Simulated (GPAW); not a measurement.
# Ballistic transport through an In chain with a Cu atom bridging one bond, from relaxation to T(E)

How well does an In chain with a Cu atom bridging one bond conduct once its atoms have relaxed, and how much do cheaper levels lose?

Main program and level: GPAW 26.7.0; GPAW LCAO, PAW setups; relaxation of the junction within the symmetry of its start, lead ends held, in the first sound run; inputs show where later runs differ.

### Step 1. Starting point

The cell holds 13 atoms: 12 In and 1 Cu. Its edges and angles: a = 9.000 Å, b = 9.000 Å, c = 35.600 Å, α = 90.0°, β = 90.0°, γ = 90.0°. Regions: left lead, 6 atoms (6 In); channel, 1 atom (1 Cu); right lead, 6 atoms (6 In). Vacuum lies along a and b. The structure is stacked along c, and the current runs across the ab planes.

### Step 2. Relaxing the atoms

Transmission follows bond lengths closely, so the atoms between the held lead ends are relaxed first, within whatever symmetry the start has.

Contents of run.py:

```python
import json
from ase import Atoms
from ase.constraints import FixAtoms
from ase.optimize import BFGS
from gpaw import GPAW, FermiDirac

device = Atoms(
    ['In', 'In', 'In', 'In', 'In', 'In', 'Cu', 'In', 'In', 'In', 'In', 'In', 'In'],
    positions=[
        [4.50000, 4.50000, 1.47500],
        [4.50000, 4.50000, 4.42500],
        [4.50000, 4.50000, 7.37500],
        [4.50000, 4.50000, 10.32500],
        [4.50000, 4.50000, 13.27500],
        [4.50000, 4.50000, 16.22500],
        [6.58648, 4.50000, 17.80000],
        [4.50000, 4.50000, 19.37500],
        [4.50000, 4.50000, 22.32500],
        [4.50000, 4.50000, 25.27500],
        [4.50000, 4.50000, 28.22500],
        [4.50000, 4.50000, 31.17500],
        [4.50000, 4.50000, 34.12500]],
    cell=[[9.0, 0.0, 0.0], [0.0, 9.0, 0.0], [0.0, 0.0, 35.6]],
    pbc=True)

device.set_constraint(FixAtoms([0, 1, 2, 3, 4, 8, 9, 10, 11, 12]))
device.calc = GPAW(mode='lcao', basis='dzp', xc='PBE', h=0.18,
                   kpts={'size': (1, 1, 2), 'gamma': True},
                   symmetry={'tolerance': 1e-3, 'extra_ids': [1, 1, 1, 1, 1, 0, 0, 0, 1, 1, 1, 1, 1]},
                   occupations=FermiDirac(0.1), maxiter=250,
                   mixer=dict(beta=0.1, nmaxold=8, weight=100.0),
                   convergence=dict(density=0.0001), txt='relax.txt')
path = []
opt = BFGS(device, maxstep=0.15)
opt.attach(lambda: path.append((device.get_potential_energy(), device.positions.tolist(), device.get_forces().tolist())))
relaxed = bool(opt.run(fmax=0.05, steps=50))
json.dump(dict(relaxed=relaxed, path=path, positions=device.positions.tolist(), moments=device.get_magnetic_moments().tolist(),
               forces=device.get_forces(apply_constraint=False).tolist()), open('result.json', 'w'))
```

Started as:

```bash
$ OMP_NUM_THREADS=1 OPENBLAS_NUM_THREADS=1 python run.py
```

The log of the run:

```text
Step          Energy          fmax
BFGS:    0      -16.903909        0.505821
BFGS:    1      -16.910965        0.488168
BFGS:    2      -16.875983        0.874287
BFGS:    3      -16.942931        0.181955
BFGS:    4      -16.944527        0.196023
BFGS:    5      -16.885374        0.821284
BFGS:    6      -16.948120        0.147685
BFGS:    7      -16.949252        0.117194
BFGS:    8      -16.950186        0.130598
BFGS:    9      -16.951123        0.063378
BFGS:   10      -16.951157        0.039194
```

Wall time 12 min (1 thread of Intel Xeon Platinum 8375C at 2.90GHz (Ice Lake), shared host); peak memory 1.6 GiB.

Step by step:

```tsv
step	energy less that of the first step (eV)	largest force (eV/Å)
1	0.0000	0.5058
2	-0.0071	0.4882
3	0.0278	0.8743
4	-0.0391	0.1820
5	-0.0408	0.1960
6	0.0182	0.8213
7	-0.0444	0.1477
8	-0.0456	0.1172
9	-0.0465	0.1306
10	-0.0474	0.0634
11	-0.0475	0.0392
```

The atoms that moved most (Å):

```tsv
atom	dx	dy	dz	length
In8	-0.033	0.000	-0.092	0.098
In6	-0.033	0.000	0.092	0.098
Cu7	0.023	0.000	0.000	0.023
```

The relaxation lowered the energy of the cell by 0.0475 eV (energies extrapolated to zero smearing; the optimiser's log prints free energies). The largest force left on a free atom is 0.039 eV/Å.

### Step 3. Double-zeta polarised basis

Localised orbitals split the wire into layers that couple to their neighbours alone, which is what the Green's function method needs; double zeta with polarisation is the usual level for numbers.

This step: GPAW LCAO, PAW setups; Landauer transmission from Green's functions with principal layers (ASE), zero bias (GPAW 26.7.0).

Contents of run.py:

```python
import json
import numpy as np
from ase import Atoms
from ase.transport.calculators import TransportCalculator
from gpaw import GPAW, FermiDirac
from gpaw.lcao.tools import get_lcao_hamiltonian
from scipy.linalg import eigh

# The junction with lead layers at both ends, along the third cell vector
device = Atoms(
    ['In', 'In', 'In', 'In', 'In', 'In', 'Cu', 'In', 'In', 'In', 'In', 'In', 'In'],
    positions=[
        [4.50000, 4.50000, 1.47500],
        [4.50000, 4.50000, 4.42500],
        [4.50000, 4.50000, 7.37500],
        [4.50000, 4.50000, 10.32500],
        [4.50000, 4.50000, 13.27500],
        [4.46702, 4.50000, 16.31698],
        [6.60970, 4.50000, 17.80000],
        [4.46702, 4.50000, 19.28302],
        [4.50000, 4.50000, 22.32500],
        [4.50000, 4.50000, 25.27500],
        [4.50000, 4.50000, 28.22500],
        [4.50000, 4.50000, 31.17500],
        [4.50000, 4.50000, 34.12500]],
    cell=[[9.0, 0.0, 0.0], [0.0, 9.0, 0.0], [0.0, 0.0, 35.6]],
    pbc=True)

# One principal layer of the lead: the first 3 atoms of the device
lead = Atoms(
    ['In', 'In', 'In'],
    positions=[
        [4.50000, 4.50000, 1.47500],
        [4.50000, 4.50000, 4.42500],
        [4.50000, 4.50000, 7.37500]],
    cell=[[9.0, 0.0, 0.0], [0.0, 9.0, 0.0], [0.0, 0.0, 8.85]],
    pbc=True)

settings = dict(mode='lcao', basis='dzp', xc='PBE', h=0.2,
                occupations=FermiDirac(0.1), maxiter=250,
                mixer=dict(beta=0.1, nmaxold=8, weight=100.0),
                convergence=dict(density=0.0001))
energies = np.arange(-2, 2 + 1e-9, 0.025)
eta = 0.0001
n1, n2 = 1, 1
# k and -k transmit alike, so half of the mesh across the current serves
mesh = [(i, j) for i in range(n1) for j in range(n2) if (i, j) <= (-i % n1, -j % n2)]
weights = np.array([1 if (i, j) == (-i % n1, -j % n2) else 2 for i, j in mesh]) / (n1 * n2)


def ground_state(atoms, size, txt):
    atoms.calc = GPAW(kpts={'size': size, 'gamma': True}, symmetry={'tolerance': 1e-3}, txt=txt, **settings)
    atoms.get_potential_energy()
    return atoms.calc.get_fermi_level()


def blocks(atoms, fermi, points, nz, cells):
    """H - E_F S and S between cell 0 and the cells above it, at each point across the current."""
    kz = np.arange(nz) / nz
    calc = atoms.calc.fixed_density(kpts=[(*k, z) for k in points for z in kz], symmetry='off', txt=None)
    H, S = get_lcao_hamiltonian(calc)
    H = (H - fermi * S).reshape(len(H), len(points), nz, *S.shape[1:])
    S = S.reshape(H.shape[1:])
    phases = [np.exp(-2j * np.pi * kz * R) / nz for R in cells]
    return [(np.einsum('skzij,z->ksij', H, p), np.einsum('kzij,z->kij', S, p)) for p in phases]


def pair(a, b):
    return np.block([[a, b], [b.T.conj(), a]])


def count_channels(h, s, cells, nk=240):
    """Half the number of times that the lead's bands cross each energy, unfolded to its shortest repeat."""
    b = len(h) // cells
    bands = []
    for k in (np.arange(nk + 1) + 0.5) / nk:
        hk, sk = h[:b, :b].copy(), s[:b, :b].copy()
        for R in range(1, cells):
            phase, block = np.exp(2j * np.pi * k * R), slice(R * b, (R + 1) * b)
            hk += h[:b, block] * phase + (h[:b, block] * phase).T.conj()
            sk += s[:b, block] * phase + (s[:b, block] * phase).T.conj()
        w, u = eigh(sk)
        x = u[:, w > 1e-5] / w[w > 1e-5]**0.5  # drop near-dependent combinations
        bands.append(np.r_[eigh(x.T.conj() @ hk @ x, eigvals_only=True), [1e9] * (w <= 1e-5).sum()])
    below = np.array(bands)[:, :, None] < energies
    return (below[1:] != below[:-1]).sum((0, 1)) / 2


fermi_lead = ground_state(lead, (1, 1, 13), 'lead.txt')
fermi_device = ground_state(device, (1, 1, 2), 'device.txt')
T, channels, eigen, tail, misfit, shifts = [], [], [], 0.0, 0.0, []
for first in range(0, len(mesh), 657):
    points = [(i / n1, j / n2) for i, j in mesh[first:first + 657]]
    (H0k, S0k), (H1k, S1k), (H2k, _) = blocks(lead, fermi_lead, points, 5, range(3))
    [(Hk, Sk)] = blocks(device, fermi_device, points, 2, [0])
    tail = max(tail, abs(H2k).max())
    for H0, S0, H1, S1, H, S in zip(H0k, S0k, H1k, S1k, Hk, Sk):
        n = len(S0)
        # Shift the lead onto the potential of the device's first layer
        shift = ((H[:, 0, 0] - H0[:, 0, 0]) / S0[0, 0]).real.mean()
        shifts.append(shift)
        misfit = max(misfit, abs(H[:, :n, :n] - H0 - shift * S0).max())
        Tk, Ck, Ek = [], [], []
        for s in range(len(H)):
            t = s % len(H0)  # a lead without moments serves both spins
            h1, s1 = pair(H0[t] + shift * S0, H1[t] + shift * S1), pair(S0, S1)
            leads = dict(h1=h1, s1=s1, energies=energies, eta=eta, eta1=eta, eta2=eta)
            calc = TransportCalculator(h=H[s], s=S, eigenchannels=3, **leads)
            Tk.append(calc.get_transmission())
            Ek.append(np.sort(calc.eigenchannels_ne, axis=0)[::-1])
            Ck.append(count_channels(h1, s1, 6))
        T.append(Tk)
        channels.append(Ck)
        eigen.append(Ek)
T, channels = np.array(T), np.array(channels)
mean, open_channels = np.einsum('kse,k->se', T, weights), np.einsum('kse,k->se', channels, weights)

print(f'basis functions: device {len(S)}, principal layer {n}')
print(f'Fermi level: lead {fermi_lead:.4f} eV, device {fermi_device:.4f} eV; lead shifted by {np.mean(shifts):.4f} eV')
print(f'largest coupling past the next layer {tail:.2e} eV, largest misfit of the first layer {misfit:.3f} eV')
print('  E-E_F (eV)   ' + 'T (one spin)  channels')
for e, t, c in zip(energies, mean.T, open_channels.T):
    print(f'{e:10.3f}  ', *[f'{x:11.4e}' for x in t], *[f'{x:9.4f}' for x in c])

kT = 8.617333e-5 * 300
fine = np.linspace(energies[0], energies[-1], 4001)
both = np.exp(np.interp(fine, energies, np.log(np.maximum(mean.sum(0) * 2 / len(mean), 1e-30))))
fermi = lambda mu: 1 / (1 + np.exp(np.clip((fine - mu) / kT, -200, 200)))
slope = fermi(0) * (1 - fermi(0)) / kT
G = np.trapezoid(both * slope, fine) / 2
seebeck = -np.trapezoid(both * slope * fine, fine) / (2 * G * 300) * 1e6
print(f'conductance at 300 K: {G:.5g} G0 a cell; thermopower {seebeck:.4g} uV/K')
bias = [0.1, 0.2, 0.5, 1.0, 1.5, 2.0]
current = [38.74 * np.trapezoid(both * (fermi(V / 2) - fermi(-V / 2)), fine) for V in bias]
for V, I in zip(bias, current):
    print(f'current from the zero-bias T(E) at {V} V: {I:.5g} uA')
zero = abs(energies).argmin()
json.dump(dict(energies=energies.tolist(), T=mean.tolist(), channels=open_channels.tolist(), G=G, seebeck=seebeck,
               bias=bias, current=current, tail=tail, misfit=misfit, shift=np.mean(shifts), n_device=len(S), n_lead=n,
               fermi=[fermi_lead, fermi_device], energy=device.get_potential_energy(),
               moments=device.get_magnetic_moments().tolist(), mesh=mesh, weights=weights.tolist(),
               T_k=T[:, :, zero].tolist(), eigen=np.array(eigen[0]).tolist()), open('result.json', 'w'))
```

The log of the run:

```text
basis functions: device 291, principal layer 69
Fermi level: lead -2.2014 eV, device -2.1560 eV; lead shifted by -0.0228 eV
largest coupling past the next layer 1.88e-06 eV, largest misfit of the first layer 0.029 eV
  E-E_F (eV)   T (one spin)  channels
    -2.000    1.8741e-02    1.0000
    -1.975    2.4830e-07    0.0000
    -1.950    1.2334e-07    0.0000
    -1.925    1.3402e-07    0.0000
    -1.900    2.6186e-07    0.0000
    -1.875    1.8515e-06    0.0000
    -1.850    1.6027e-06    0.0000
    -1.825    1.7077e-07    0.0000
    -1.800    6.0786e-08    0.0000
    -1.775    3.1942e-08    0.0000
    -1.750    2.0665e-08    0.0000
    -1.725    1.5328e-08    0.0000
    -1.700    1.2588e-08    0.0000
    -1.675    1.1232e-08    0.0000
    -1.650    1.0780e-08    0.0000
    -1.625    1.1077e-08    0.0000
[...]
1.825    2.3303e+00    3.0000
     1.850    2.2674e+00    3.0000
     1.875    2.2127e+00    3.0000
     1.900    2.1519e+00    3.0000
     1.925    2.0904e+00    3.0000
     1.950    2.0337e+00    3.0000
     1.975    1.9881e+00    3.0000
     2.000    1.9592e+00    3.0000
conductance at 300 K: 2.1531 G0 a cell; thermopower -2.772 uV/K
current from the zero-bias T(E) at 0.1 V: 16.651 uA
current from the zero-bias T(E) at 0.2 V: 33.05 uA
current from the zero-bias T(E) at 0.5 V: 75.79 uA
current from the zero-bias T(E) at 1.0 V: 139.72 uA
current from the zero-bias T(E) at 1.5 V: 203.59 uA
current from the zero-bias T(E) at 2.0 V: 263.84 uA
```

Run time: 81 s. Hardware: 1 thread; peak memory 1.2 GiB.

This step gave:

| Property | Result |
| --- | --- |
| conductance | 2.153 G₀ |
| largest coupling past the next principal layer | 1.88e-6 eV |
| largest misfit of the first principal layer | 0.02910 eV |
| shift that aligns the lead | -0.02285 eV |
| basis functions of the junction | 291 |
| basis functions of a principal layer | 69 |
| transmission at the Fermi level (one spin) | 2.160 |
| open channels of the lead at the Fermi level (one spin) | 3 |

One spin. Table of transmission, zone mean by energy, zero at the Fermi level:

```tsv
energy (eV)	transmission, zone mean
-2.000	0.0187
-1.800	6.1e-8
-1.600	1.2e-8
-1.400	1.4e-6
-1.200	0.00652
-1.000	0.380
-0.800	0.810
-0.600	0.926
-0.400	0.963
-0.200	0.981
0.000	2.16
0.200	2.26
0.400	2.35
0.600	2.38
0.800	2.42
1.000	2.49
1.200	2.55
1.375	2.57
1.400	2.57
1.600	2.54
1.800	2.37
2.000	1.96
```

Crossings of the lead's bands, unfolded to its shortest repeat. Table of open channels, zone mean by energy, zero at the Fermi level:

```tsv
energy (eV)	open channels, zone mean
-2.000	1
-1.800	0
-1.600	0
-1.400	0
-1.200	1
-1.000	1
-0.800	1
-0.600	1
-0.400	1
-0.200	1
0.000	3
0.200	3
0.400	3
0.600	3
0.800	3
1.000	3
1.200	3
1.400	3
1.600	3
1.800	3
2.000	3
```

Not self-consistent under bias; the bias window is split evenly. Current through one cell, from the zero-bias transmission against bias:

```tsv
bias (V)	current through one cell, from the zero-bias transmission (μA)
0.100	16.7
0.200	33.1
0.500	75.8
1.000	140
1.500	204
2.000	264
```

The transmission of the three most open eigenchannels by energy, zero at the Fermi level:

```tsv
energy (eV)	channel 1	channel 2	channel 3
-2.000	0.0187	0	0
-1.900	2.6e-7	0	0
-1.800	6.1e-8	0	0
-1.700	1.3e-8	0	0
-1.600	1.2e-8	0	0
-1.500	4.3e-8	0	0
-1.400	1.4e-6	0	0
-1.300	5.0e-7	0	0
-1.200	0.00652	0	0
-1.100	0.0695	0	0
-1.000	0.380	0	0
-0.900	0.660	0	0
-0.800	0.810	0	0
-0.700	0.886	0	0
-0.600	0.926	0	0
-0.500	0.949	0	0
-0.400	0.963	0	0
-0.300	0.973	1.4e-12	0
-0.200	0.981	3.6e-6	3.4e-7
-0.100	0.986	0.925	0.146
0.000	0.987	0.907	0.266
0.100	0.989	0.922	0.293
0.200	0.991	0.955	0.315
0.300	0.993	0.979	0.335
0.400	0.994	0.994	0.361
0.500	0.997	0.995	0.379
0.600	0.996	0.985	0.404
0.700	0.997	0.962	0.438
0.800	0.997	0.941	0.480
0.900	0.998	0.927	0.527
1.000	0.998	0.920	0.572
1.100	0.998	0.918	0.609
1.200	0.999	0.918	0.636
1.300	0.999	0.916	0.652
1.400	0.999	0.914	0.657
1.500	0.999	0.912	0.651
1.600	0.999	0.912	0.628
1.700	0.999	0.917	0.570
1.800	0.999	0.925	0.445
1.900	0.999	0.936	0.217
2.000	0.999	0.948	0.0118
```

Couplings past the next layer reach 1.9e-6 eV, small enough to drop; the matrix elements of the cell's first layer differ from the bulk lead's by up to 0.029 eV. That layer keeps its own values in the calculation, and only beyond it is the lead taken as perfect. The Fermi levels of lead and junction count from different zeros of potential, one for each periodic cell; with both set to zero, the small remaining shift is what aligns them. By hand: G = 2.153 × 77.48 μS = 167 μS, a resistance of 5.99 kΩ; at 0.1 V a linear junction would pass 16.7 μA, and the integral over the bias window gives 16.7 μA.

### Step 4. Single-zeta polarised basis

The second zeta is dropped, the polarisation orbitals stay.

Changes to run.py since step 3:

```diff
@@ -38,3 +38,3 @@
 
-settings = dict(mode='lcao', basis='dzp', xc='PBE', h=0.2,
+settings = dict(mode='lcao', basis='szp(dzp)', xc='PBE', h=0.2,
                 occupations=FermiDirac(0.1), maxiter=250,
```

The log of the run:

```text
basis functions: device 177, principal layer 42
Fermi level: lead -2.3506 eV, device -2.3022 eV; lead shifted by -0.0236 eV
largest coupling past the next layer 1.86e-06 eV, largest misfit of the first layer 0.029 eV
  E-E_F (eV)   T (one spin)  channels
    -2.000    1.3906e-08    0.0000
    -1.975    1.9098e-08    0.0000
    -1.950    3.7252e-08    0.0000
    -1.925    1.3972e-07    0.0000
    -1.900    8.7009e-03    0.0000
    -1.875    1.4863e-07    0.0000
    -1.850    4.5015e-08    0.0000
    -1.825    2.6494e-05    0.0000
    -1.800    6.7138e-09    0.0000
    -1.775    5.8586e-09    0.0000
    -1.750    4.9725e-09    0.0000
    -1.725    4.4315e-09    0.0000
    -1.700    4.1671e-09    0.0000
    -1.675    4.1270e-09    0.0000
    -1.650    4.2996e-09    0.0000
    -1.625    4.7146e-09    0.0000
[...]
1.825    2.7278e+00    3.0000
     1.850    2.7162e+00    3.0000
     1.875    2.7219e+00    3.0000
     1.900    2.7253e+00    3.0000
     1.925    2.7275e+00    3.0000
     1.950    2.7285e+00    3.0000
     1.975    2.7282e+00    3.0000
     2.000    2.7265e+00    3.0000
conductance at 300 K: 2.1637 G0 a cell; thermopower -2.892 uV/K
current from the zero-bias T(E) at 0.1 V: 16.731 uA
current from the zero-bias T(E) at 0.2 V: 33.18 uA
current from the zero-bias T(E) at 0.5 V: 75.846 uA
current from the zero-bias T(E) at 1.0 V: 140.19 uA
current from the zero-bias T(E) at 1.5 V: 204.11 uA
current from the zero-bias T(E) at 2.0 V: 263.49 uA
```

Run time: 81 s. Hardware: 1 thread; peak memory 1.2 GiB.

Numbers from this step:

```yaml
conductance: 2.164 G₀
largest_coupling_past_the_next_principal_layer: 1.86e-6 eV
largest_misfit_of_the_first_principal_layer: 0.02865 eV
shift_that_aligns_the_lead: -0.02361 eV
basis_functions_of_the_junction: 177
basis_functions_of_a_principal_layer: 42
transmission_at_the_fermi_level_one_spin: 2.171
```

One spin. Table of transmission, zone mean by energy, zero at the Fermi level:

```tsv
energy (eV)	transmission, zone mean
-2.000	1.4e-8
-1.800	6.7e-9
-1.600	5.5e-9
-1.400	1.1e-6
-1.200	0.00491
-1.000	0.290
-0.800	0.776
-0.600	0.921
-0.400	0.965
-0.200	0.984
0.000	2.17
0.200	2.28
0.400	2.36
0.600	2.40
0.800	2.43
1.000	2.51
1.200	2.58
1.400	2.62
1.600	2.66
1.800	2.71
2.000	2.73
```

Crossings of the lead's bands, unfolded to its shortest repeat. Open channels, zone mean against energy, zero at the Fermi level:

energy (eV), open channels, zone mean and a bar:
```
   -1.400       0.00 
   -1.200       1.00 ##########
   -1.000       1.00 ##########
   -0.800       1.00 ##########
   -0.600       1.00 ##########
   -0.400       1.00 ##########
   -0.200       1.00 ##########
    0.000       3.00 ##############################
    0.200       3.00 ##############################
    0.400       3.00 ##############################
    0.600       3.00 ##############################
    0.800       3.00 ##############################
    1.000       3.00 ##############################
    1.200       3.00 ##############################
    1.400       3.00 ##############################
    1.600       3.00 ##############################
    1.800       3.00 ##############################
    2.000       3.00 ##############################
```

Not self-consistent under bias; the bias window is split evenly. The current through one cell, from the zero-bias transmission by bias:

```tsv
bias (V)	current through one cell, from the zero-bias transmission (μA)
0.100	16.7
0.200	33.2
0.500	75.8
1.000	140
1.500	204
2.000	263
```

Table of transmission of the three most open eigenchannels by energy, zero at the Fermi level:

```tsv
energy (eV)	channel 1	channel 2	channel 3
-1.400	1.1e-6	0	0
-1.200	0.00491	0	0
-1.000	0.290	0	0
-0.800	0.776	0	0
-0.600	0.921	0	0
-0.400	0.965	0	0
-0.200	0.984	1.9e-7	2.5e-8
0.000	0.990	0.908	0.273
0.200	0.993	0.958	0.325
0.400	0.996	0.995	0.372
0.600	0.997	0.983	0.415
0.800	0.998	0.939	0.493
1.000	0.999	0.920	0.587
1.200	0.999	0.917	0.660
1.400	0.999	0.912	0.710
1.600	0.999	0.910	0.755
1.800	0.999	0.922	0.791
2.000	0.999	0.945	0.782
```

The conductance, 2.16 G₀, lies 0.5 % above that of the dzp run.

(Part 1 of 2 ends here.)

[Logs are printed without paths, hosts, clocks, repeated set-up lines and the standing remarks that a program may print on its own settings, such as how far it seeks lower states.]

[Hosts, paths, dates, database ids (printed as entryN), source tags and the programs' standing remarks are cut or masked in the printed files.]
